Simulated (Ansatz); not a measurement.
**Random rutile alloy of IrO2 and SiO2 (96 atoms): a short ab initio trajectory**

Wanted: a short trajectory of random rutile alloy of IrO2 and SiO2 (96 atoms) with its pair distributions.

Main program and level: Ansatz 0.2.0; Kohn-Sham DFT, PBE, PAW (set soft_2), plane waves.

### Step 1. The starting structure

The cell holds 96 atoms: 20 Si, 64 O and 12 Ir. Its edges and angles: a = 8.597 Å, b = 8.597 Å, c = 11.394 Å, α = 90.0°, β = 90.0°, γ = 90.0°. It derives from IrO2 (rutile) and SiO2, repeated 2×2×4. Rutile IrO2, 2 x 2 x 4 conventional cells, 20 of 32 Ir sites given to Si at random (x = 0.625), lattice by Vegard's rule (cell 4.299, 4.299, 2.848, 90, 90, 90); every coordinate displaced by a Gaussian of 0.07 Å.

Before any run, some limits are plain. The host structure and its lattice constant were typed by rule, without a check against the phase diagram. The main run has no spin polarisation, so moments on Ir can't form in it, and no Hubbard term. The levels lack spin–orbit coupling, which is large for the heavy elements here.

### Step 2. Dynamics started at 600 K

Without a thermostat the total energy must stay constant, which tests forces and time step. The time step is 1.0 fs.

input.yaml

```yaml
crystal:
  lattice:
    - [8.5972, 0.0, 0.0]
    - [0.0, 8.5972, 0.0]
    - [0.0, 0.0, 11.3936]
  atoms:
    - { symbol: Si, position: [0.01719, 0.01725, 0.00296] }
    - { symbol: Si, position: [0.24926, 0.24691, 0.12539] }
    - { symbol: O, position: [0.14603, 0.14441, 0.98833] }
    - { symbol: O, position: [0.33607, 0.35739, 0.00614] }
    [... 86 atom lines left out ...]
    - { symbol: Si, position: [0.48873, 0.50268, 0.74693] }
    - { symbol: Si, position: [0.74805, 0.75303, 0.87719] }
    - { symbol: O, position: [0.64937, 0.64495, 0.76037] }
    - { symbol: O, position: [0.84331, 0.84626, 0.74705] }
    - { symbol: O, position: [0.61069, 0.91303, 0.88595] }
    - { symbol: O, position: [0.91502, 0.59934, 0.8818] }
kpoints:
  mp_grid: { grid: [1, 1, 1] }
hamiltonian:
  xc: pbe
scf:
  occupations: { method: gaussian, width: 0.025 }
output:
  forces: true
md:
  timestep: 1.0
  n_steps: 66
  ensemble: nve
  temperature: 600
  initial_velocities: maxwell_boltzmann
  seed: 7572
```

On the command line:

```
> ansatz run input.yaml --threads 8 --pin off --max-ram 15872MiB --backend cpu --events-out ev --progress --plain --runs-dir out
```

Wall time 4.6 min (8 threads of Arm Neoverse V1, shared host); peak memory 1.5 GiB; 34 min of CPU time.

The program notes that it switched symmetry off.

Rows from the run:

```tsv
time (fs)	T (K)	potential (meV/atom)	conserved (meV/atom)
0.0	600	0.0	0.00
4.0	1247	-83.4	-0.73
9.0	2245	-211.6	-1.16
13.0	2228	-209.2	-0.95
18.0	1647	-134.4	-0.57
22.0	1424	-106.0	-0.54
26.0	1550	-122.2	-0.69
31.0	1801	-154.4	-0.81
35.0	1845	-160.0	-0.79
40.0	1738	-146.2	-0.67
44.0	1746	-147.3	-0.70
48.0	1814	-156.1	-0.79
53.0	1822	-157.1	-0.71
57.0	1848	-160.4	-0.74
62.0	1814	-156.0	-0.81
66.0	1626	-132.0	-0.69
```

Mean square displacement from the first frame to the last: Si 0.038 Å², O 0.10 Å², Ir 0.055 Å².

Table of mean square displacement by time lag:

```tsv
time lag (fs)	Ir (Å²)	O (Å²)	Si (Å²)
1.0	2.3e-5	2.8e-4	1.3e-4
2.0	9.1e-5	0.00113	5.3e-4
3.0	2.1e-4	0.00253	0.00119
5.0	5.8e-4	0.00695	0.00328
6.0	8.4e-4	0.00989	0.00469
7.0	0.00114	0.0133	0.00633
9.0	0.00189	0.0211	0.0102
10.0	0.00234	0.0254	0.0124
11.0	0.00283	0.0298	0.0148
13.0	0.00394	0.0390	0.0199
14.0	0.00456	0.0435	0.0226
15.0	0.00523	0.0479	0.0253
17.0	0.00667	0.0561	0.0308
18.0	0.00745	0.0598	0.0336
19.0	0.00827	0.0631	0.0363
21.0	0.0100	0.0687	0.0414
22.0	0.0109	0.0709	0.0438
23.0	0.0119	0.0728	0.0460
25.0	0.0139	0.0752	0.0498
26.0	0.0149	0.0759	0.0514
27.0	0.0160	0.0763	0.0528
29.0	0.0182	0.0761	0.0548
30.0	0.0194	0.0757	0.0554
31.0	0.0205	0.0750	0.0558
33.0	0.0229	0.0733	0.0560
```

Over the second half of 66 fs the temperature averages 1795 K with swings of 55 K r.m.s. The conserved energy stays within 1.17 meV/atom. From first frame to last O has the largest mean square displacement, 0.10 Å² at the end; the farthest move is 0.61 Å. The mean temperature of 1795 K lies well off the 600 K of the input: without a thermostat, the energy that the start releases heats the cell. The count of bonds goes from 191 in the first frame to 191 in the last, by one set of cutoffs: 1 pairs passed out of them and 1 came within. The run spans 0.07 ps, too short for its means to be equilibrium values.

### Step 3. Structure statistics late in the run

The g(r) is a mean over the second half; what follows it is taken at the last frame.

Density 7.67 g/cm³, 8.772 Å³ an atom.

Mean of 18 frames. g(r), total and by pair (bins of 0.2 Å):

```tsv
r (Å)	total	O-O	O-Si	O-Ir	Si-Si	Si-Ir	Ir-Ir
1.50	0.10	0.00	0.36	0.00	0.00	0.00	0.00
1.70	1.54	0.00	5.36	0.34	0.00	0.00	0.00
1.90	1.85	0.00	3.39	5.46	0.00	0.00	0.00
2.10	0.65	0.17	0.63	2.38	0.00	0.00	0.00
2.30	0.49	1.07	0.02	0.06	0.00	0.00	0.00
2.50	1.32	2.91	0.00	0.00	0.43	0.15	0.00
2.70	1.35	2.80	0.02	0.01	1.31	0.76	0.00
2.90	0.74	1.29	0.16	0.08	1.10	0.93	1.03
3.10	0.90	0.79	0.88	0.92	1.74	1.16	1.32
3.30	1.33	0.39	1.77	1.35	4.29	3.65	3.72
3.50	0.95	0.45	1.03	1.26	1.98	2.10	3.94
3.70	0.78	0.42	1.26	1.27	0.00	0.48	0.47
3.90	0.82	0.49	1.39	1.23	0.00	0.16	0.00
4.10	1.01	0.79	1.48	1.07	0.56	0.64	0.54
4.30	1.34	1.21	1.56	1.49	1.14	0.99	1.01
4.50	1.19	1.65	0.77	1.13	0.48	0.54	0.47
4.70	0.88	1.51	0.38	0.51	0.08	0.16	0.00
4.90	0.82	1.17	0.53	0.45	0.85	0.69	0.23
5.10	1.21	1.15	0.92	0.93	2.66	2.73	2.04
5.30	1.25	1.02	1.21	1.29	1.98	2.37	2.71
5.50	0.95	0.76	1.17	1.22	0.45	0.99	0.45
5.70	0.65	0.47	0.88	0.90	0.43	0.43	0.15
5.90	0.61	0.66	0.58	0.66	0.36	0.54	0.32
6.10	0.74	0.84	0.73	0.58	0.57	0.65	0.64
6.30	1.07	0.93	1.42	1.40	0.31	0.25	0.17
6.50	1.38	1.29	1.70	1.69	0.51	0.41	0.34
6.70	1.39	1.61	1.16	1.15	1.36	1.49	1.47
6.90	1.27	1.22	0.95	1.08	2.43	2.57	2.96
```

Bonds by pair of elements; cutoffs follow the first minimum of g(r), held within bounds set by covalent radii, and pairs that aren't listed don't count as bonded:

```tsv
pair A-B	cutoff (Å)	bonds	mean length (Å)	spread (Å)	shortest (Å)	B about A	A about B
O-Si	2.16	119	1.79	0.121	1.54	1.86	5.95
O-Ir	2.52	72	2.00	0.109	1.81	1.12	6
```

How many atoms have how many bonded neighbours:

```tsv
element	mean	2	3	5	6
Ir	6	0	0	0	12
O	2.98	1	63	0	0
Si	5.95	0	0	1	19
```

Bond angles, per cent of each kind in bins of 5°:

```tsv
angle (°)	O-Si-O	O-Ir-O	Ir-O-Si	Si-O-Si	Ir-O-Ir
70–75	2.7	2.2	0.0	0.0	0.0
75–80	6.8	7.8	0.0	0.0	0.0
80–85	10.8	14.4	2.4	0.0	0.0
85–90	17.6	15.6	5.9	0.0	3.3
90–95	21.4	16.7	7.1	2.6	6.7
95–100	13.6	12.2	10.7	10.5	6.7
100–105	4.1	8.3	3.6	10.5	10.0
105–110	2.7	2.2	3.6	7.9	6.7
110–115	0.3	0.0	1.2	1.3	0.0
115–120	0.0	0.6	11.9	2.6	13.3
120–125	0.0	0.0	11.9	6.6	26.7
125–130	0.0	0.0	13.1	13.2	13.3
130–135	0.0	0.0	19.0	17.1	10.0
135–140	0.0	0.0	4.8	10.5	3.3
140–145	0.0	0.0	1.2	7.9	0.0
145–150	0.0	0.0	3.6	4.0	0.0
150–155	0.0	0.0	0.0	4.0	0.0
155–160	0.0	0.0	0.0	1.3	0.0
160–165	1.4	0.6	0.0	0.0	0.0
165–170	6.1	7.2	0.0	0.0	0.0
170–175	8.5	6.1	0.0	0.0	0.0
175–180	4.1	6.1	0.0	0.0	0.0
```

Bond angles (no mean is given where the spread exceeds 20°):

```tsv
angle	count	mean (°)	spread (°)
O-Si-O	295	-	-
O-Ir-O	180	-	-
Ir-O-Si	84	117	17.2
Si-O-Si	76	124	17.3
Ir-O-Ir	30	116	13.8
```

Oxygen atoms by the number of network formers (Si, P, Ge, B, Al, As, Ga) bound to them:

```tsv
network formers bound to O	O atoms	per cent
0	4	6.2
1	18	28.1
2	25	39.1
3	17	26.6
```

Network units: each former by its oxygen neighbours and how many of them bridge to another former:

```tsv
former	O neighbours	bridging O	atoms
Si	5	5	1
Si	6	4	6
Si	6	5	6
Si	6	6	7
```

Bond length by coordination (bonds to H left out):

```tsv
element	coordination	atoms	mean bond length (Å)
O	2	1	1.76
O	3	63	1.87
Si	5	1	1.85
Si	6	19	1.79
```

Rings of the network by King's shortest-path rule, up to 12 atoms, one path for each pair of neighbours; H, halogens, alkali and alkaline-earth atoms are left out, and the last column divides by all other atoms, bonded or not:

```tsv
ring size (atoms)	rings	per network atom
4	31	0.323
6	124	1.29
8	97	1.01
```

For some of the pairs, g(r) has its first main peak near 2.58 Å (O-O), 1.77 Å (O-Si) and 1.94 Å (O-Ir). Counting bonds as in the table, all Ir atoms have 6, 98 % of O atoms have 3 and 95 % of Si atoms have 6 bonded neighbours. Counting bonds to Si alone, not to Ir, 39 % of the oxygens join two of these atoms and 28 % one; 27 % join three; 6 % join none. The commonest Si unit has 6 oxygens, 6 of them shared with other formers (7 of 20 atoms). Rings of 6 atoms are the most common (49 % of those counted); sizes run from 4 to 8.

### Step 4. Single point at the last frame

The last frame is solved again with fuller output, to read the electronic structure of a thermally displaced geometry.

input.yaml

```yaml
crystal:
  lattice:
    - [8.5972, 0.0, 0.0]
    - [0.0, 8.5972, 0.0]
    - [0.0, 0.0, 11.3936]
  atoms:
    - { symbol: Si, position: [0.99703, 0.98919, 0.98872] }
    - { symbol: Si, position: [0.2533, 0.23762, 0.12588] }
    - { symbol: O, position: [0.14762, 0.14933, 0.00023] }
    - { symbol: O, position: [0.3493, 0.32424, 0.99786] }
    [... 86 atom lines left out ...]
    - { symbol: Si, position: [0.50539, 0.49754, 0.74985] }
    - { symbol: Si, position: [0.75745, 0.73828, 0.87791] }
    - { symbol: O, position: [0.6691, 0.64268, 0.76072] }
    - { symbol: O, position: [0.83559, 0.83128, 0.75726] }
    - { symbol: O, position: [0.60619, 0.91163, 0.87777] }
    - { symbol: O, position: [0.90597, 0.59653, 0.89512] }
kpoints:
  mp_grid: { grid: [2, 2, 1] }
hamiltonian:
  xc: pbe
scf:
  occupations: { method: gaussian, width: 0.025 }
output:
  forces: true
  stress: true
  populations: true
  dos:
    method: { smearing: { sigma: 0.08 } }
    de: 0.1
    projected: { site_lists: { Ir: [Ir], O: [O], Si: [Si] } }
  eigenvalues: true
  write_density: true
  write_potential: true
  volumetric_format: npy
  elf: true
```

Wall time 47 s (8 threads); peak memory 6.1 GiB.

The run gave:

| Quantity | Value |
| --- | --- |
| free energy | -192247.8135 eV |
| free energy per atom | -2002.5814 eV/atom |
| SCF cycles | 15 |
| pressure | 18.37 GPa |
| r.m.s. force component | 2.158 eV/Å |
| longest force | 8.579 eV/Å |
| Fermi energy | 12.8 eV |
| levels partly filled by over 2 per cent | 4 |
| spilling of the projection | 0.008401 |

Neighbours are counted within 2.16 Å (O-Si), 2.52 Å (O-Ir), the cutoffs taken from the dynamics.

Length of the force by element and coordination:

```tsv
element	coordination	atoms	mean length of the force (eV/Å)	spread	least	most
Ir	all	12	4.63	1.17	2.89	6.40
O	all	64	3.17	1.67	0.418	8.58
O	2	1	2.58	0	2.58	2.58
O	3	63	3.18	1.68	0.418	8.58
Si	all	20	3.07	1.71	0.946	6.67
Si	5	1	2.02	0	2.02	2.02
Si	6	19	3.12	1.73	0.946	6.67
```

Löwdin charges by element and coordination (they lack the spilled electrons, 0.058 e an atom on average):

```tsv
element	coordination	atoms	mean charge (e)	spread	least	most
Ir	all	12	1.41	0.0641	1.29	1.53
O	all	64	-0.679	0.0495	-0.758	-0.546
O	2	1	-0.734	0	-0.734	-0.734
O	3	63	-0.678	0.0494	-0.758	-0.546
Si	all	20	1.61	0.0196	1.57	1.66
Si	5	1	1.58	0	1.58	1.58
Si	6	19	1.61	0.019	1.57	1.66
```

States in the cell by windows of 1 eV, zero at the Fermi level; the larger projections on atomic orbitals stand beside the total:

```tsv
from (eV)	to (eV)	total	O p	Ir d
-14	-12	0.0	0.0	0.0
-12	-11	3.3	2.0	0.2
-11	-10	15.8	10.0	1.3
-10	-9	22.8	14.9	2.8
-9	-8	35.2	23.8	5.4
-8	-7	46.7	32.9	7.2
-7	-6	45.2	33.7	5.8
-6	-5	46.2	36.3	5.4
-5	-4	51.0	42.1	5.3
-4	-3	52.0	43.9	5.4
-3	-2	46.1	38.3	6.0
-2	-1	44.9	24.4	19.0
-1	0	33.0	14.7	17.3
0	1	13.7	6.0	7.3
1	2	4.6	1.5	2.6
2	3	17.8	5.5	9.9
3	4	21.1	7.0	9.9
4	5	7.7	2.5	3.0
```

The curve was stored every 0.100 eV, coarse against its broadening of 0.08 eV, so these counts are rough.

Between -26 and -14 eV lie 128 more states.

The stored curve holds about 570 of the 668 electrons; the rest, give or take the few that broadening carries across the Fermi level, lie in deeper levels below its range.

The levels nearest the highest filled one (over half full), pooled over k-points and spins:

```tsv
level less the highest filled one (eV)	occupation
-0.0739	2
-0.0662	2
-0.0428	2
-0.0164	1.98
-0.0123	1.97
0	1.85
0.0258	0.99
0.0274	0.921
0.0445	0.286
0.107	0
0.118	0
0.127	0
```

Mean Löwdin charges: Ir +1.41, O -0.68, Si +1.61 e (they miss 0.84 % of the electrons, so they add up to more than the cell's charge).

1 further run on a deliberately doubtful input is not shown.

### Step 5. Outcome

```
mean temperature, second half                                : 1795 K
temperature swing, second half                               : 55.21 K
slope of the conserved energy against time, by least squares : -0.6328 meV/atom/ps
free energy per atom                                         : -2002.5814 eV/atom
density                                                      : 7.675 g/cm³
pressure                                                     : 18.37 GPa
r.m.s. force component                                       : 2.158 eV/Å
wall time of the 2 DFT runs                                  : 5.4 min
```

**Reading.** Over the second half of 66 fs the temperature averages 1795 K with swings of 55 K r.m.s. The conserved energy stays within 1.17 meV/atom. The mean temperature of 1795 K lies well off the 600 K of the input: without a thermostat, the energy that the start releases heats the cell. The count of bonds goes from 191 in the first frame to 191 in the last, by one set of cutoffs: 1 pairs passed out of them and 1 came within. The run spans 0.07 ps, too short for its means to be equilibrium values. Counting bonds as in the table, all Ir atoms have 6, 98 % of O atoms have 3 and 95 % of Si atoms have 6 bonded neighbours. Counting bonds to Si alone, not to Ir, 39 % of the oxygens join two of these atoms and 28 % one; 27 % join three; 6 % join none.

4 levels are partly filled, by over 2 % (on the run's k-points): at this level the cell shows no clear gap.

**Limits.** The stress is far from hydrostatic: its diagonal is 18.0, 22.1, 15.0 GPa, compression counted positive. The dynamics ran on a 1×1×1 mesh and the single point on 2×2×1, so their forces and energies differ by that too. The pressure of 18 GPa is that of one thermal frame at a volume set beforehand, without the kinetic term.

[Logs are printed without paths, hosts, clocks, repeated set-up lines and the standing remarks that a program may print on its own settings, such as how far it seeks lower states.]

[Hosts, paths, dates, database ids (printed as entryN), source tags and the programs' standing remarks are cut or masked in the printed files.]
